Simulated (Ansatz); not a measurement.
Consider K2NiF4 (I4/mmm).

```xyz
7
Lattice="6.5380 -2.0030 -2.0030 6.5380 2.0030 2.0030 -6.5380 -2.0030 2.0030" Properties=species:S:1:pos:R:3 pbc="T T T"
K     4.6028    0.0000    0.0000
K     8.4732    0.0000    0.0000
Ni    0.0000    0.0000    0.0000
F     1.9745    0.0000    0.0000
F    11.1015    0.0000    0.0000
F     0.0000    0.0000    2.0030
F     0.0000   -2.0030    0.0000
```

The cell and positions come from the Crystallography Open Database and are kept as given unless a step says otherwise. The program's search for lower electronic states was switched off, so nothing shows that the state found is the lowest. PAW set soft_2, made with PBE.

A constrained-RPA run (Ansatz 0.2.0; non-magnetic LDA; Ni d, bands v4 to c1, 6×6×6 mesh, medium accuracy) builds 5 functions on bands 2.3 eV wide, with 8.0 electrons in the window. The bare on-site interaction is 23.0 eV and the bare J 0.77 eV.

Question: Estimate U, U′ and J.

On the Ni d shell, U = 8.07 eV (35 % of the bare value), U′ = 6.79 eV, J = 0.64 eV.

The parent state is non-magnetic and the interaction static (zero frequency); U depends on the window and the orbitals, so it belongs to this model alone.

[Paths, hosts, dates, memory and timing lines, banners, echoed tables and standing remarks are left out of the program output.]

[Logs are printed without paths, hosts, clocks, repeated set-up lines and the standing remarks that a program may print on its own settings, such as how far it seeks lower states.]

[Runs of the session that timed out or met a known fault of the program may be left out.]

[Hosts, paths, dates, database ids (printed as entryN), source tags and the programs' standing remarks are cut or masked in the printed files.]
